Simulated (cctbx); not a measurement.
# What resolution and counting buy: Ga5BiPd

Space group P4/mmm (no. 123), a = 4.2240 Å, b = 4.2240 Å, c = 7.0480 Å, α = 90.00°, β = 90.00°, γ = 90.00°.

| atom | mult. | x | y | z | Ueq (Å²) |
| --- | --- | --- | --- | --- | --- |
| Bi1 | 1 | 0 | 0 | 0 | 0.0061 |
| Pd1 | 1 | 0 | 0 | 1/2 | 0.0084 |
| Ga1 | 4 | 0 | 1/2 | 0.3099 | 0.0111 |
| Ga2 | 1 | 1/2 | 1/2 | 0 | 0.0105 |

This is a model crystal, built by substitution and not relaxed, with assumed displacement parameters.

Five simulated data sets (cctbx; Ag Kα, λ = 0.56087 Å; 3 % proportional error) differ in resolution or exposure (noise floor 15 counts in the first three, 8 in the last two). Each is refined with the right model, isotropic at 1.1 Å and anisotropic otherwise. How do the figures of merit and the uncertainties move?

```
d min (Å)  top counts  ⟨I/σ⟩ (unmerged, absences included)  unique  param. (scale apart)   Rint      R1  GooF  largest s.u. xyz (fractional)  s.u. U of Ga1 (Å²)  largest error (Å)
      1.1       40000                                 21.3      46                     5  0.023  0.0064  0.94                        0.00012              0.0003             0.0004
     0.84       40000                                 20.9      91                    10  0.025  0.0068  0.99                        0.00007              0.0003             0.0004
      0.6       40000                                 18.1     222                    10  0.028  0.0079  1.00                        0.00004              0.0001             0.0002
     0.75         300                                  1.9     124                    10  0.283  0.0549  0.95                        0.00067              0.0032             0.0052
     0.75        3000                                  8.2     124                    10  0.056  0.0194  0.96                        0.00015              0.0005             0.0011
```

The number of reflections grows roughly as 1/d³: 46, 91 and 222 here. R1 follows the noise rather than the truth: at 300 counts it is 0.0549, at 3000 counts 0.0194, while GooF is 0.95 and 0.96: the weights 1/σ² carry the noise. The s.u. of U (U11 where anisotropic) for Ga1 goes 0.0003, 0.0003, 0.0001 Å² with resolution and 0.0032, 0.0005 Å² with exposure.

Hardware for the 0.6 Å refinement: 0.42 s on 1 thread of Arm Neoverse V2 (shared host), peak memory 0.09 GiB.

[Logs are printed without paths, hosts, clocks, repeated set-up lines and the standing remarks that a program may print on its own settings, such as how far it seeks lower states.]
